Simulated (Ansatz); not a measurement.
# Stretching the linear Se chain, part 2 of 3

Does stretching change the magnetism or the channel count of the linear Se chain?

Ansatz 0.2.0; DFT RPBE, plane waves, PAW; relaxation of a chain's period (the session's first sound run).

So far. Step 2 (The relaxed wire): The cell's length comes to 2.385 Å with no moment.

### 3. The chain at a fixed length, period over the relaxed period 0.88, k-mesh 1×1×39

This step: DFT RPBE, plane waves, PAW; channels and complex bands of a perfect chain (Ansatz 0.2.0).

The period is set to 0.88 times the relaxed one: shorter bonds widen the bands.

The cell differs from the one that the last finished run ended in (c 2.385 → 2.099 Å).

Input file input.yaml:

```yaml
crystal:
  lattice:
    - [7.5, 0.0, 0.0]
    - [0.0, 7.5, 0.0]
    - [0.0, 0.0, 2.0989563977]
  atoms:
    - { symbol: Se, position: [0.5, 0.5, 0.0], spin: 0.3 }
magnetization:
  spin_polarized: true
kpoints:
  mp_grid: { grid: [1, 1, 39] }
scf:
  occupations: { method: fermi_dirac, width: 0.05 }
hamiltonian:
  xc: rpbe
output:
  transmission:
    e_range: [-2, 2]
    de: 0.035
    kmesh: [1, 1]
    reduced_basis: true
    leads: [[0, 0]]
  stress: true
```

Launch:

```
> ansatz run input.yaml --threads 4 --pin off --max-ram 8192MiB --backend cpu --events-out ev --progress --plain --runs-dir out
```

Numbers of over 12 decimals in the logs are rounded to 6 here.

Log:

```text
[...]
Crystal: 1 atoms, lattice volume = 118.066 Å³
Basis set: ecut = 420 eV, 2319 PW (Γ)
Bands: 13, of which v1, the nominal top of the filled ones, is band 8 counted from 1 (7 counted from 0)
Symmetry: 16 space group operations
[...]
k-points: 20 of 39
[...]
Starting moments: Σ|m| = 0.3 μB on 1 of 1 site
[...]
SCF iter   1: F=—  HF=-5473.942934 eV  |F-HF|=—  |Δ(HF+E_count)|=         —  Δρ=1.16e-2 (↑1.16e-2 ↓1.08e-2)  dr2=5.00e-2  dr2_m=1.28e-1  M=0.046 μB ∫|m|=0.048 μB  β_m=0.30  ethr=3.10e-4  ⟨swp⟩=1.0  Hψ=4074  notcnv=0
[...]
spin=Collinear: LDOS preconditioning applied to the charge; magnetization (m = ρ↑ − ρ↓) channel mixes plain (no charge-response kernel on spin).
SCF iter   2: F=—  HF=-5473.943654 eV  |F-HF|=—  |Δ(HF+E_count)|=   7.21e-4  Δρ=8.18e-3 (↑8.18e-3 ↓7.58e-3)  dr2=2.38e-2  dr2_m=6.34e-2  M=0.028 μB ∫|m|=0.030 μB  β_m=0.30  ethr=3.10e-4  ⟨swp⟩=2.0  Hψ=714  notcnv=0
[...]
SCF iter  12: F=-5473.949859 eV  HF=-5473.949859 eV  |F-HF|=2.35e-10  |Δ(HF+E_count)|=  6.51e-10  Δρ=1.57e-7 (↑1.57e-7 ↓7.68e-8)  dr2=8.20e-11  dr2_m=4.99e-12  M=0.000 μB ∫|m|=0.000 μB  ethr=1.00e-12  ⟨swp⟩=3.1  Hψ=1324  notcnv=0
SCF 1 converged in 12 iterations: F = -5473.949859 eV  dr2 = 8.20e-11
[...]
transmission: 6 of 36 steps passed
transmission: 9 of 36 steps passed
[...]
transmission: 36 of 36 steps passed
SCF converged after 12 iterations
Magnetization: 0.0000 μB (8.0000 up, 8.0000 down)
Absolute magnetization: 0.0000 μB (∫|ρ↑−ρ↓|, with the PAW one-centre terms)
[...]
Per-site moments (μB) at R_I (Å): [(6.464517226089872e-7, 0.865820)]
Free energy (F): -5473.949859 eV
[...]
Internal energy: -5473.946799 eV  (E = F + TS)
E sigma→0 (E₀):  -5473.948329 eV
Entropy (-TS):   -0.003060 eV (-3.060 meV/atom)
Fermi energy:    -1.755749 eV
[...]
--- Stress (GPa, compression-positive) ---
        0.078559       0.000000       0.000000
        0.000000       0.078559       0.000000
        0.000000       0.000000      16.589072
  P = ⅓ Tr σ = 5.5821 GPa (55.821 kbar)
--- Band table (eV; the first three rows and the last of 40) ---
  k-point 0 ↑: bands = [... 4 lower, -50.1593, -18.8990, -6.5900, -6.5900, 1.0119, 2.8480, 3.9650, 4.2645, ... 1 higher]
  k-point 1 ↑: bands = [... 4 lower, -50.1592, -18.8774, -6.5675, -6.5675, 1.0331, 2.8703, 3.9871, 4.2869, ... 1 higher]
  k-point 2 ↑: bands = [... 4 lower, -50.1588, -18.8126, -6.5000, -6.5000, 1.0965, 2.9372, 4.0535, 4.3540, ... 1 higher]
  k-point 19 ↓: bands = [... 4 lower, -50.1421, -10.9626, -10.0086, -0.3163, -0.3163, 5.2859, 5.2859, 9.0824, ... 1 higher]
--- Transmission ---
  basis      : 497 plane waves across, 3 finite elements along
  points     : 1, standing for a mesh of 1 x 1
  filling    : by the input's occupations and mesh, since the crystals that have channels conduct as metals do. If one of these is a semiconductor, that mesh has misplaced its level
  energies   : 115 from -2.000000 to 1.990000 eV about the Fermi level, 0.035000 eV apart; the leads are filled to 0.000000 eV, and channels, transmission and decay are at -0.005000 eV
  crystal 0  : Se1, at the sites [0, 0], period 2.0990 Å: whole cells are its period
    offset         : up to 0.0000 Å between an atom of the period and one for which it stands
    filled         : 1.7 meV over the level at which it is neutral
    channels       : 3.000000e0 up, 3.000000e0 down
    conductance    : 4.1323e14 S/m² at 300 K; may be off by some 0.0 % by where its bands' edges are placed, 0.0 % from the distance to neutral
```

Wall time 16 s (4 threads of Arm Neoverse V2, shared host); peak memory 0.42 GiB; 55 s of CPU time.

Numbers from this step:

```
energy at zero smearing                                   : -5473.9483 eV
channels at the energy nearest the Fermi level, spin up   : 3
channels at the energy nearest the Fermi level, spin down : 3
conductance of the lead as this run defines it            : 3.000 G₀
band gap                                                  : 0 eV
```

The open channels of the lead by energy, zero at the Fermi level:

| energy (eV) | spin up | spin down |
| --- | --- | --- |
| -2.00 | 3 | 3 |
| -1.90 | 3 | 3 |
| -1.79 | 3 | 3 |
| -1.69 | 3 | 3 |
| -1.58 | 3 | 3 |
| -1.48 | 3 | 3 |
| -1.37 | 3 | 3 |
| -1.23 | 3 | 3 |
| -1.12 | 3 | 3 |
| -1.02 | 3 | 3 |
| -0.92 | 3 | 3 |
| -0.81 | 3 | 3 |
| -0.70 | 3 | 3 |
| -0.60 | 3 | 3 |
| -0.49 | 3 | 3 |
| -0.39 | 3 | 3 |
| -0.28 | 3 | 3 |
| -0.18 | 3 | 3 |
| -0.07 | 3 | 3 |
| -0.01 | 3 | 3 |
| 0.07 | 3 | 3 |
| 0.17 | 3 | 3 |
| 0.28 | 3 | 3 |
| 0.38 | 3 | 3 |
| 0.48 | 3 | 3 |
| 0.59 | 3 | 3 |
| 0.69 | 3 | 3 |
| 0.80 | 3 | 3 |
| 0.91 | 3 | 3 |
| 1.01 | 3 | 3 |
| 1.11 | 3 | 3 |
| 1.22 | 3 | 3 |
| 1.36 | 3 | 3 |
| 1.47 | 3 | 3 |
| 1.57 | 1 | 1 |
| 1.68 | 1 | 1 |
| 1.78 | 1 | 1 |
| 1.89 | 1 | 1 |
| 1.99 | 1 | 1 |

At the computed energy nearest the Fermi level there are 3 spin-up and 3 spin-down channels, and the thermal average gives 3.00 G₀.

### 4. The chain at a fixed length, period over the relaxed period 0.92, k-mesh 1×1×37

The period is set to 0.92 times the relaxed one: shorter bonds widen the bands.

The cell differs from the one that the last finished run ended in (c 2.099 → 2.194 Å).

input.yaml, as its differences from that of step 3:

```diff
@@ -4,3 +4,3 @@
     - [0.0, 7.5, 0.0]
-    - [0.0, 0.0, 2.0989563977]
+    - [0.0, 0.0, 2.1943635067]
   atoms:
@@ -10,3 +10,3 @@
 kpoints:
-  mp_grid: { grid: [1, 1, 39] }
+  mp_grid: { grid: [1, 1, 37] }
 scf:
```

Log:

```text
[...]
Crystal: 1 atoms, lattice volume = 123.433 Å³
Basis set: ecut = 420 eV, 2431 PW (Γ)
Bands: 13, of which v1, the nominal top of the filled ones, is band 8 counted from 1 (7 counted from 0)
Symmetry: 16 space group operations
[...]
k-points: 19 of 37
[...]
Starting moments: Σ|m| = 0.3 μB on 1 of 1 site
[...]
--- Transmission ---
  basis      : 497 plane waves across, 3 finite elements along
  points     : 1, standing for a mesh of 1 x 1
[...]
crystal 0  : Se1, at the sites [0, 0], period 2.1944 Å: whole cells are its period
[...]
filled         : 28.5 meV over the level at which it is neutral
    channels       : 3.000000e0 up, 3.000000e0 down
[...]
[key lines of the parts left out:]
SCF converged after 13 iterations
Magnetization: 0.0000 μB (8.0000 up, 8.0000 down)
Free energy (F): -5474.387883 eV
Fermi energy:    -2.204232 eV
P = ⅓ Tr σ = 3.0000 GPa (30.000 kbar)
```

Run time: 15 s. Hardware: 4 threads; peak memory 0.41 GiB.

At the computed energy nearest the Fermi level there are 3 spin-up and 3 spin-down channels, and the thermal average gives 3.00 G₀.

### 5. At a set period, period over the relaxed period 0.96, k-mesh 1×1×35

The period is set to 0.96 times the relaxed one: shorter bonds widen the bands.

The cell differs from the one that the last finished run ended in (c 2.194 → 2.290 Å).

input.yaml, as its differences from that of step 4:

```diff
@@ -4,3 +4,3 @@
     - [0.0, 7.5, 0.0]
-    - [0.0, 0.0, 2.1943635067]
+    - [0.0, 0.0, 2.2897706156]
   atoms:
@@ -10,3 +10,3 @@
 kpoints:
-  mp_grid: { grid: [1, 1, 37] }
+  mp_grid: { grid: [1, 1, 35] }
 scf:
```

Log:

```text
[...]
Crystal: 1 atoms, lattice volume = 128.800 Å³
Basis set: ecut = 420 eV, 2511 PW (Γ)
Bands: 13, of which v1, the nominal top of the filled ones, is band 8 counted from 1 (7 counted from 0)
Symmetry: 16 space group operations
[...]
k-points: 18 of 35
[...]
Starting moments: Σ|m| = 0.3 μB on 1 of 1 site
[...]
--- Transmission ---
  basis      : 497 plane waves across, 3 finite elements along
  points     : 1, standing for a mesh of 1 x 1
[...]
crystal 0  : Se1, at the sites [0, 0], period 2.2898 Å: whole cells are its period
[...]
filled         : 38.3 meV over the level at which it is neutral
    channels       : 3.000000e0 up, 3.000000e0 down
[...]
[key lines of the parts left out:]
SCF converged after 12 iterations
Magnetization: 0.0000 μB (8.0000 up, 8.0000 down)
Free energy (F): -5474.609003 eV
Fermi energy:    -2.589057 eV
P = ⅓ Tr σ = 1.2590 GPa (12.590 kbar)
```

Run time: 14 s. Hardware: 4 threads; peak memory 0.41 GiB.

At the computed energy nearest the Fermi level there are 3 spin-up and 3 spin-down channels, and the thermal average gives 3.00 G₀.

### 6. The chain at a fixed length, period over the relaxed period 1, k-mesh 1×1×34

The period is set to 1.0 times the relaxed one, as the point of reference.

input.yaml, as its differences from that of step 5:

```diff
@@ -4,3 +4,3 @@
     - [0.0, 7.5, 0.0]
-    - [0.0, 0.0, 2.2897706156]
+    - [0.0, 0.0, 2.3851777246]
   atoms:
@@ -10,3 +10,3 @@
 kpoints:
-  mp_grid: { grid: [1, 1, 35] }
+  mp_grid: { grid: [1, 1, 34] }
 scf:
```

Log:

```text
[...]
Crystal: 1 atoms, lattice volume = 134.166 Å³
Basis set: ecut = 420 eV, 2615 PW (Γ)
Bands: 13, of which v1, the nominal top of the filled ones, is band 8 counted from 1 (7 counted from 0)
Symmetry: 16 space group operations
[...]
k-points: 18 of 34
[...]
Starting moments: Σ|m| = 0.3 μB on 1 of 1 site
[...]
--- Transmission ---
  basis      : 497 plane waves across, 3 finite elements along
  points     : 1, standing for a mesh of 1 x 1
[...]
crystal 0  : Se1, at the sites [0, 0], period 2.3852 Å: whole cells are its period
[...]
filled         : 13.4 meV under the level at which it is neutral
    channels       : 3.000000e0 up, 3.000000e0 down
[...]
[key lines of the parts left out:]
SCF converged after 14 iterations
Magnetization: 0.0000 μB (8.0000 up, 8.0000 down)
Free energy (F): -5474.670419 eV
Fermi energy:    -2.940776 eV
P = ⅓ Tr σ = 0.2526 GPa (2.526 kbar)
```

Wall time 14 s (4 threads); peak memory 0.4 GiB.

At the computed energy nearest the Fermi level there are 3 spin-up and 3 spin-down channels, and the thermal average gives 3.00 G₀.

### 7. At a set period, period over the relaxed period 1.04, k-mesh 1×1×33

The period is set to 1.04 times the relaxed one: longer bonds narrow the bands.

The cell differs from the one that the last finished run ended in (c 2.385 → 2.481 Å).

input.yaml, as its differences from that of step 6:

```diff
@@ -4,3 +4,3 @@
     - [0.0, 7.5, 0.0]
-    - [0.0, 0.0, 2.3851777246]
+    - [0.0, 0.0, 2.4805848336]
   atoms:
@@ -10,3 +10,3 @@
 kpoints:
-  mp_grid: { grid: [1, 1, 34] }
+  mp_grid: { grid: [1, 1, 33] }
 scf:
```

Log:

```text
[...]
Crystal: 1 atoms, lattice volume = 139.533 Å³
Basis set: ecut = 420 eV, 2729 PW (Γ)
Bands: 13, of which v1, the nominal top of the filled ones, is band 8 counted from 1 (7 counted from 0)
Symmetry: 16 space group operations
[...]
k-points: 17 of 33
[...]
Starting moments: Σ|m| = 0.3 μB on 1 of 1 site
[...]
--- Transmission ---
  basis      : 497 plane waves across, 4 finite elements along
  points     : 1, standing for a mesh of 1 x 1
[...]
crystal 0  : Se1, at the sites [0, 0], period 2.4806 Å: whole cells are its period
[...]
filled         : 33.2 meV over the level at which it is neutral
    channels       : 3.000000e0 up, 3.000000e0 down
[...]
[key lines of the parts left out:]
SCF converged after 13 iterations
Magnetization: 0.0000 μB (8.0000 up, 8.0000 down)
Free energy (F): -5474.637361 eV
Fermi energy:    -3.231346 eV
P = ⅓ Tr σ = -0.7525 GPa (-7.525 kbar)
```

It took 19 s on 4 threads; peak memory 0.46 GiB.

At the computed energy nearest the Fermi level there are 3 spin-up and 3 spin-down channels, and the thermal average gives 3.00 G₀. The change of length costs 0.032 eV a cell and leaves no moment.

### 8. At a set period, period over the relaxed period 1.08, k-mesh 1×1×32

The period is set to 1.08 times the relaxed one: longer bonds narrow the bands.

The cell differs from the one that the last finished run ended in (c 2.481 → 2.576 Å).

input.yaml, as its differences from that of step 7:

```diff
@@ -4,3 +4,3 @@
     - [0.0, 7.5, 0.0]
-    - [0.0, 0.0, 2.4805848336]
+    - [0.0, 0.0, 2.5759919426]
   atoms:
@@ -10,3 +10,3 @@
 kpoints:
-  mp_grid: { grid: [1, 1, 33] }
+  mp_grid: { grid: [1, 1, 32] }
 scf:
```

Log:

```text
[...]
Crystal: 1 atoms, lattice volume = 144.900 Å³
Basis set: ecut = 420 eV, 2849 PW (Γ)
Bands: 13, of which v1, the nominal top of the filled ones, is band 8 counted from 1 (7 counted from 0)
Symmetry: 16 space group operations
[...]
k-points: 17 of 32
[...]
Starting moments: Σ|m| = 0.3 μB on 1 of 1 site
[...]
--- Transmission ---
  basis      : 497 plane waves across, 4 finite elements along
  points     : 1, standing for a mesh of 1 x 1
[...]
crystal 0  : Se1, at the sites [0, 0], period 2.5760 Å: whole cells are its period
[...]
filled         : 22.1 meV under the level at which it is neutral
    channels       : 3.000000e0 up, 3.000000e0 down
[...]
[key lines of the parts left out:]
SCF converged after 15 iterations
Magnetization: 0.0000 μB (8.0000 up, 8.0000 down)
Free energy (F): -5474.533078 eV
Fermi energy:    -3.497648 eV
P = ⅓ Tr σ = -1.1121 GPa (-11.121 kbar)
```

It took 18 s on 4 threads; peak memory 0.44 GiB; 62 s of CPU time.

At the computed energy nearest the Fermi level there are 3 spin-up and 3 spin-down channels, and the thermal average gives 3.00 G₀. The change of length costs 0.139 eV a cell and leaves no moment.

### 9. At a set period, period over the relaxed period 1.13, k-mesh 1×1×30

The period is set to 1.13 times the relaxed one: longer bonds narrow the bands.

The cell differs from the one that the last finished run ended in (c 2.576 → 2.695 Å).

input.yaml, as its differences from that of step 8:

```diff
@@ -4,3 +4,3 @@
     - [0.0, 7.5, 0.0]
-    - [0.0, 0.0, 2.5759919426]
+    - [0.0, 0.0, 2.6952508288]
   atoms:
@@ -10,3 +10,3 @@
 kpoints:
-  mp_grid: { grid: [1, 1, 32] }
+  mp_grid: { grid: [1, 1, 30] }
 scf:
```

Log:

```text
[...]
Crystal: 1 atoms, lattice volume = 151.608 Å³
Basis set: ecut = 420 eV, 3017 PW (Γ)
Bands: 13, of which v1, the nominal top of the filled ones, is band 8 counted from 1 (7 counted from 0)
Symmetry: 16 space group operations
[...]
k-points: 16 of 30
[...]
Starting moments: Σ|m| = 0.3 μB on 1 of 1 site
[...]
--- Transmission ---
  basis      : 497 plane waves across, 4 finite elements along
  points     : 1, standing for a mesh of 1 x 1
[...]
crystal 0  : Se1, at the sites [0, 0], period 2.6953 Å: whole cells are its period
[...]
filled         : 14.4 meV over the level at which it is neutral
    channels       : 3.000000e0 up, 3.000000e0 down
[...]
[key lines of the parts left out:]
SCF converged after 16 iterations
Magnetization: -0.0000 μB (8.0000 up, 8.0000 down)
Free energy (F): -5474.348387 eV
Fermi energy:    -3.761356 eV
P = ⅓ Tr σ = -1.5744 GPa (-15.744 kbar)
```

It took 16 s on 4 threads; peak memory 0.44 GiB.

Table of open channels of the lead by energy, zero at the Fermi level:

| energy (eV) | spin up | spin down |
| --- | --- | --- |
| -2.000 | 1 | 1 |
| -1.895 | 1 | 1 |
| -1.790 | 3 | 3 |
| -1.685 | 3 | 3 |
| -1.615 | 3 | 3 |
| -1.510 | 3 | 3 |
| -1.405 | 3 | 3 |
| -1.300 | 3 | 3 |
| -1.195 | 3 | 3 |
| -1.090 | 3 | 3 |
| -0.985 | 3 | 3 |
| -0.915 | 3 | 3 |
| -0.810 | 3 | 3 |
| -0.705 | 3 | 3 |
| -0.600 | 3 | 3 |
| -0.495 | 3 | 3 |
| -0.390 | 3 | 3 |
| -0.285 | 3 | 3 |
| -0.215 | 3 | 3 |
| -0.110 | 3 | 3 |
| -0.005 | 3 | 3 |
| 0.100 | 3 | 3 |
| 0.205 | 3 | 3 |
| 0.310 | 3 | 3 |
| 0.415 | 3 | 3 |
| 0.485 | 3 | 3 |
| 0.590 | 1 | 1 |
| 0.695 | 1 | 1 |
| 0.800 | 1 | 1 |
| 0.905 | 1 | 1 |
| 1.010 | 1 | 1 |
| 1.115 | 1 | 1 |
| 1.185 | 1 | 1 |
| 1.290 | 1 | 1 |
| 1.395 | 1 | 1 |
| 1.500 | 1 | 1 |
| 1.605 | 1 | 1 |
| 1.710 | 1 | 1 |
| 1.815 | 1 | 1 |
| 1.885 | 1 | 1 |

At the computed energy nearest the Fermi level there are 3 spin-up and 3 spin-down channels, and the thermal average gives 3.00 G₀. The change of length costs 0.326 eV a cell and leaves no moment.

(Part 2 of 3 ends here.)

[Logs are printed without paths, hosts, clocks, repeated set-up lines and the standing remarks that a program may print on its own settings, such as how far it seeks lower states.]

[Hosts, paths, dates, database ids (printed as entryN), source tags and the programs' standing remarks are cut or masked in the printed files.]
